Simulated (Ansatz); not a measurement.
**LaBi (Fm-3m): Grüneisen parameters**

Does LaBi (Fm-3m) expand much on heating, by its phonons?

Main program and level: Ansatz 0.2.0; DFT PBEsol, scalar-relativistic, plane waves, PAW; PAW set soft_1.

This is a report of a sequence of runs, with the program logs left out and the cost of each run kept.

The database entry behind the starting cell differs from other determinations of this structure, so it need not match the best structure at room temperature.

### Step 1. Starting point

It takes space group Fm-3m (No. 225, cubic). Conventional cell: a = 6.557 Å, b = 6.557 Å, c = 6.557 Å, α = 90.00°, β = 90.00°, γ = 90.00°. Nearest to La lie 6 Bi at 3.28 Å. Nearest to Bi lie 6 La at 3.28 Å. Farther neighbours, and contacts between anions beyond the nearest, are not listed.

As a file:

```cif
data_structure
_symmetry_space_group_name_H-M 'Fm-3m'
_symmetry_Int_Tables_number 225
_cell_length_a 6.5570
_cell_length_b 6.5570
_cell_length_c 6.5570
_cell_angle_alpha 90.000
_cell_angle_beta 90.000
_cell_angle_gamma 90.000
_cell_volume 281.92
loop_
_atom_site_label
_atom_site_type_symbol
_atom_site_symmetry_multiplicity
_atom_site_Wyckoff_symbol
_atom_site_fract_x
_atom_site_fract_y
_atom_site_fract_z
_atom_site_occupancy
La1 La 4 a 0.00000 0.00000 0.00000 1
Bi1 Bi 4 b 0.50000 0.00000 0.00000 1
```

### Step 2. Response at finite wavevector

Stability and thermal properties need the whole zone. Linear response on a 4×4×4 q mesh gives force constants as far as a supercell of that size would.

input.yaml reads:

```yaml
crystal:
  lattice:
    - [0.0, 3.2785190532, 3.2785190532]
    - [3.2785190532, 0.0, 3.2785190532]
    - [3.2785190532, 3.2785190532, 0.0]
  atoms:
    - { symbol: La, position: [0.0, 0.0, 0.0] }
    - { symbol: Bi, position: [0.5, 0.5, 0.5] }
kpoints:
  mp_grid: { grid: [12, 12, 12] }
hamiltonian:
  xc: pbesol
  pseudopotentials: { kind: paw, azcp: { folder: soft_1 }, xc_functional: pbe }
scf:
  occupations: { method: methfessel_paxton, width: 0.2 }
output:
  eigenvalues: true
phonons:
  method: dfpt
  qmesh: [4, 4, 4]
  temperatures: { t_max: 1000, t_step: 50 }
  qpath:
    path:
      - [[0.0, 0.0, 0.0], [0.5, 0.0, 0.5], [0.625, 0.25, 0.625]]
      - [[0.375, 0.375, 0.75], [0.0, 0.0, 0.0], [0.5, 0.5, 0.5], [0.5, 0.25, 0.75], [0.5, 0.0, 0.5]]
    npoints: 10
```

Launch:

```console
$ ansatz run input.yaml --threads 4 --pin off --max-ram 10240MiB --backend cpu --events-out ev --progress --plain --runs-dir out
```

Run time: 7 min. Hardware: 4 threads of Arm Neoverse V2, shared host; peak memory 5.6 GiB.

Read from the output:

* volume per atom: 35.24 Å³
* gap on the k-mesh: 0 eV
* sum-rule residual before enforcement: 6.79e-5 eV/Å²
* lowest frequency on the path: 0 cm⁻¹
* point group: m-3m
* highest frequency on path, mesh or solved points: 138.5 cm⁻¹
* mean frequency: 88.8 cm⁻¹
* Debye temperature (second moment): 173 K
* logarithmic mean frequency: 83.2 cm⁻¹
* highest optical mode at the zone centre (no LO-TO term): 109.1 cm⁻¹
* lowest optical zone-centre mode: 109.1 cm⁻¹
* lowest mode on the q mesh (acoustic modes at Γ apart): 31.72 cm⁻¹
* zero-point energy per atom: 16.51 meV
* heat capacity at 300 K: 24.53 J/(mol atoms K)
* vibrational entropy at 300 K: 48.06 J/(mol atoms K)

Frequencies (cm⁻¹) solved at each irreducible wavevector; negative means imaginary. Frequencies by wavevector, by row:

```
q in reciprocal lattice units  star  mode 1  mode 2  mode 3  mode 4  mode 5  mode 6
                        0 0 0     1       0       0       0   109.1   109.1   109.1
                     0 0 0.25     8    48.8    48.8    62.4   106.5   106.5   134.1
                     0 0 -0.5     4    79.8    79.8    91.8    92.5    92.5     136
                  0 0.25 0.25     6    31.7    31.7    82.3   112.4   112.5   112.5
                  0 0.25 -0.5    24    61.3    67.7    72.5   106.5   112.6   126.4
                 0 0.25 -0.25    12    43.6    78.2    88.3      96   117.9   123.9
                  0 -0.5 -0.5     3    46.9    46.9    59.7   111.1   111.1   121.6
              0.25 -0.5 -0.25     6    53.7    53.7    85.2   112.2   119.8   119.8
```

Symmetry leaves 8 wavevectors to solve. The lowest mode among them, the acoustic zeros apart, lies at q = (0, 0.25, 0.25) and is real, 31.7 cm⁻¹.

### Step 3. Relaxing at another volume, volume ratio 0.97

The volume is scaled by 0.97 and held; symmetry leaves nothing to relax, so this is a single point. The modes can then be followed against volume.

input.yaml, the sections that differ from step 2:

```yaml
crystal:
  lattice:
    - [0.0, 3.2454004348, 3.2454004348]
    - [3.2454004348, 0.0, 3.2454004348]
    - [3.2454004348, 3.2454004348, 0.0]
  atoms:
    - { symbol: La, position: [0.0, 0.0, 0.0] }
    - { symbol: Bi, position: [0.5, 0.5, 0.5] }
output:
  forces: true
  stress: true
  eigenvalues: true
# kpoints, hamiltonian, scf: as in step 2
# phonons: removed
```

It took 1.6 s on 4 threads; peak memory 0.41 GiB.

Numbers from this step:

```
pressure        : 1.712 GPa
volume per atom : 34.18 Å³
```

The run ends at a pressure of 1.71 GPa.

### Step 4. Phonons at the other volume, volume ratio 0.97

The phonons are repeated at this volume on the same meshes, so that differences come from the volume alone.

input.yaml: that of step 3 with these lines changed.

```diff
@@ -16,4 +16,11 @@
 output:
-  forces: true
-  stress: true
   eigenvalues: true
+phonons:
+  method: dfpt
+  qmesh: [4, 4, 4]
+  temperatures: { t_max: 1000, t_step: 50 }
+  qpath:
+    path:
+      - [[0.0, 0.0, 0.0], [0.5, 0.0, 0.5], [0.625, 0.25, 0.625]]
+      - [[0.375, 0.375, 0.75], [0.0, 0.0, 0.0], [0.5, 0.5, 0.5], [0.5, 0.25, 0.75], [0.5, 0.0, 0.5]]
+    npoints: 10
```

The job ended after 7.5 min (4 threads; peak memory 5.5 GiB; 29 min of CPU time).

This step gave:

| Property | Result |
| --- | --- |
| sum-rule residual before enforcement | 5.87e-6 eV/Å² |
| highest frequency on path, mesh or solved points | 143.6 cm⁻¹ |
| mean frequency | 93.3 cm⁻¹ |
| Debye temperature (second moment) | 183 K |
| logarithmic mean frequency | 87 cm⁻¹ |
| highest optical mode at the zone centre (no LO-TO term) | 116.0 cm⁻¹ |
| lowest optical zone-centre mode | 116.0 cm⁻¹ |
| lowest mode on the q mesh (acoustic modes at Γ apart) | 31.45 cm⁻¹ |
| zero-point energy per atom | 17.35 meV |
| heat capacity at 300 K | 24.49 J/(mol atoms K) |
| vibrational entropy at 300 K | 46.98 J/(mol atoms K) |

Frequencies (cm⁻¹) solved at each irreducible wavevector; negative means imaginary. Frequencies by wavevector, by row:

```
q in reciprocal lattice units  star  mode 1  mode 2  mode 3  mode 4  mode 5  mode 6
                        0 0 0     1       0       0       0     116     116     116
                     0 0 0.25     8    51.6    51.6    64.8   113.2   113.2   139.3
                     0 0 -0.5     4    83.9    83.9    95.3      99      99   141.5
                  0 0.25 0.25     6    31.4    31.4      87   117.4   119.9   119.9
                  0 0.25 -0.5    24    63.5    69.6    74.3   113.9   120.5   133.4
                 0 0.25 -0.25    12    43.1    82.7    92.2   102.2   125.7   129.5
                  0 -0.5 -0.5     3    47.1    47.1    59.3   119.1   119.1   130.4
              0.25 -0.5 -0.25     6    53.3    53.3    89.1   118.5   128.2   128.2
```

The highest optical mode at the zone centre (no LO-TO term) is 116.0 cm⁻¹, +6.9 cm⁻¹ against the base run.

### Step 5. Relaxing at another volume, volume ratio 1.03

The volume is scaled by 1.03 and held; symmetry leaves nothing to relax, so this is a single point. The modes can then be followed against volume.

input.yaml, the sections that differ from step 4:

```yaml
crystal:
  lattice:
    - [0.0, 3.3109817491, 3.3109817491]
    - [3.3109817491, 0.0, 3.3109817491]
    - [3.3109817491, 3.3109817491, 0.0]
  atoms:
    - { symbol: La, position: [0.0, 0.0, 0.0] }
    - { symbol: Bi, position: [0.5, 0.5, 0.5] }
output:
  forces: true
  stress: true
  eigenvalues: true
# kpoints, hamiltonian, scf: as in step 4
# phonons: removed
```

Wall time 1.6 s (4 threads); peak memory 0.41 GiB; 5.6 s of CPU time.

Numbers from this step:

* pressure: -1.457 GPa
* volume per atom: 36.30 Å³

The run ends at a pressure of -1.46 GPa.

### Step 6. Phonons at the other volume, volume ratio 1.03

input.yaml: that of step 5 with these lines changed.

```diff
@@ -16,4 +16,11 @@
 output:
-  forces: true
-  stress: true
   eigenvalues: true
+phonons:
+  method: dfpt
+  qmesh: [4, 4, 4]
+  temperatures: { t_max: 1000, t_step: 50 }
+  qpath:
+    path:
+      - [[0.0, 0.0, 0.0], [0.5, 0.0, 0.5], [0.625, 0.25, 0.625]]
+      - [[0.375, 0.375, 0.75], [0.0, 0.0, 0.0], [0.5, 0.5, 0.5], [0.5, 0.25, 0.75], [0.5, 0.0, 0.5]]
+    npoints: 10
```

The job ended after 8.2 min (4 threads; peak memory 5.7 GiB).

Read from the output:

- sum-rule residual before enforcement: 6.80e-5 eV/Å²
- highest frequency on path, mesh or solved points: 133.7 cm⁻¹
- mean frequency: 84.4 cm⁻¹
- Debye temperature (second moment): 164 K
- logarithmic mean frequency: 79.6 cm⁻¹
- highest optical mode at the zone centre (no LO-TO term): 102.5 cm⁻¹
- lowest optical zone-centre mode: 102.5 cm⁻¹
- lowest mode on the q mesh (acoustic modes at Γ apart): 31.92 cm⁻¹
- zero-point energy per atom: 15.7 meV
- heat capacity at 300 K: 24.57 J/(mol atoms K)
- vibrational entropy at 300 K: 49.16 J/(mol atoms K)

The highest optical mode at the zone centre (no LO-TO term) is 102.5 cm⁻¹, -6.6 cm⁻¹ against the base run.

### Step 7. Grüneisen parameters

The Grüneisen parameter of a mode is minus the logarithmic change of its frequency with volume, −d ln ω / d ln V; weighted by heat capacity it gives the expansion.

This step gave:

```yaml
bulk_modulus: 52.8 GPa
```

The phonon branches at the labelled points (cm⁻¹):

```
    point  branch 1  branch 2  branch 3  branch 4  branch 5  branch 6
        Γ         0         0         0       109       109       109
  halfway        32        32        82       112       112       112
        X        47        47        60       111       111       122
  halfway        52        55        59       110       116       121
        U        56        64        71       107       120       123
jump to K        56        64        71       107       120       123
  halfway        36        64        76       101       116       127
        Γ         0         0         0       109       109       109
  halfway        49        49        62       106       106       134
        L        80        80        92        92        92       136
  halfway        67        68        84       101       112       129
        W        54        54        85       112       120       120
  halfway        50        58        67       113       115       121
        X        47        47        60       111       111       122
```

The same for volume x 0.97:

```
point  branch 1  branch 2  branch 3  branch 4  branch 5  branch 6
    Γ         0         0         0       116       116       116
    X        47        47        59       119       119       130
    U        56        67        73       114       129       130
    K        56        67        73       114       129       130
    Γ         0         0         0       116       116       116
    L        84        84        95        99        99       142
    W        53        53        89       118       128       128
    X        47        47        59       119       119       130
```

The same for volume x 1.03:

```
point  branch 1  branch 2  branch 3  branch 4  branch 5  branch 6
    Γ         0         0         0       102       102       102
    X        47        47        60       104       104       113
    U        56        62        70       100       112       116
    K        56        62        70       100       112       116
    Γ         0         0         0       102       102       102
    L        76        76        86        86        88       131
    W        54        54        81       106       112       112
    X        47        47        60       104       104       113
```

Mode Grueneisen parameter -dln(w)/dln(V), modes matched by rank; at Γ the acoustic branches take the value of a neighbouring point of the path. Mode grüneisen parameters along the path, in :

```
    point  branch 1  branch 2  branch 3  branch 4  branch 5  branch 6
        Γ     -0.19     -0.19      2.11      2.05      2.05      2.05
  halfway     -0.26     -0.26      1.91      1.78      2.13      1.77
        X      0.18      0.18     -0.17      2.34      2.34      2.36
  halfway      0.54      0.48     -0.14      2.31      2.19      2.35
        U     -0.15      1.09      0.89      2.28      2.32      1.91
jump to K     -0.15      1.09      0.89      2.28      2.32      1.91
  halfway     -0.37      2.23      1.58      2.01      2.06      1.27
        Γ     -0.18      2.27      1.43      2.05      2.05      2.05
  halfway      1.88      1.88      1.23      2.05      2.05      1.24
        L      1.69      1.69      1.65      2.29      1.87      1.30
  halfway      0.88      1.00      1.52      2.22      2.18      1.68
        W     -0.16     -0.16      1.51      1.83      2.28      2.28
  halfway     -0.03     -0.14      1.10      2.09      2.27      2.35
        X      0.18      0.18     -0.17      2.34      2.34      2.36
```

(dS/dlnV)/C_V. Thermodynamic Grueneisen parameter against temperature:

```
temperature (K)  thermodynamic Grueneisen parameter
             50                                1.33
            100                                1.45
            150                                1.47
            200                                1.48
            250                                1.48
            300                                1.48
            350                                1.48
            400                                1.49
            450                                1.49
            500                                1.49
            550                                1.49
            600                                1.49
            650                                1.49
            700                                1.49
            750                                1.49
            800                                1.49
            850                                1.49
            900                                1.49
            950                                1.49
           1000                                1.49
```

Gamma C_V/(B V) at the static volume. The volume expansion by temperature:

```
temperature (K)  volume expansion (1e-6/K)
             50                       17.7
            100                       27.9
            150                       30.6
            200                       31.7
            250                       32.2
            300                       32.5
            350                       32.6
            400                       32.7
            450                       32.8
            500                       32.9
            550                       32.9
            600                       32.9
            650                       33.0
            700                         33
            750                         33
            800                       33.0
            850                       33.0
            900                       33.0
            950                       33.0
           1000                       33.0
```

### Step 8. Results

| Item | Value |
| --- | --- |
| bulk modulus | 52.8 GPa |
| thermodynamic Grüneisen parameter at 300 K | 1.483 |
| volume expansion at 300 K, estimated | 32.46 × 10⁻⁶ K⁻¹ |

What this shows: By this estimate the volume grows by 32.5 × 10⁻⁶ per kelvin at 300 K. The highest optical mode at Γ goes from 116 to 102 cm⁻¹ as the cell grows, a Grüneisen parameter of 2.06. Mode parameters on the path run from -0.37 to 2.4, with a median of 1.8. Modes with negative values stiffen as the cell grows and pull against the expansion. Branches are matched by rank, so values near crossings are rough. The expansion is the Grüneisen estimate at the static volume, with the static bulk modulus. With no gap, or one that is small against the smearing, the frequencies hang on the k mesh and the smearing, most of all near Kohn anomalies. Spin-orbit coupling is left out, which can matter for the heavy elements here. The PAW files were made for PBE and serve the other functionals too. A phonon run warned that its eigensolver left some bands unconverged in a pass.

[Long decimals in the printed logs are rounded to 6 places.]

[Logs are printed without paths, hosts, clocks, repeated set-up lines and the standing remarks that a program may print on its own settings, such as how far it seeks lower states.]

[Hosts, paths, dates, database ids (printed as entryN), source tags and the programs' standing remarks are cut or masked in the printed files.]

[Where the starting crystal was built by hand or by swapping elements, it need not be the compound's stable phase.]
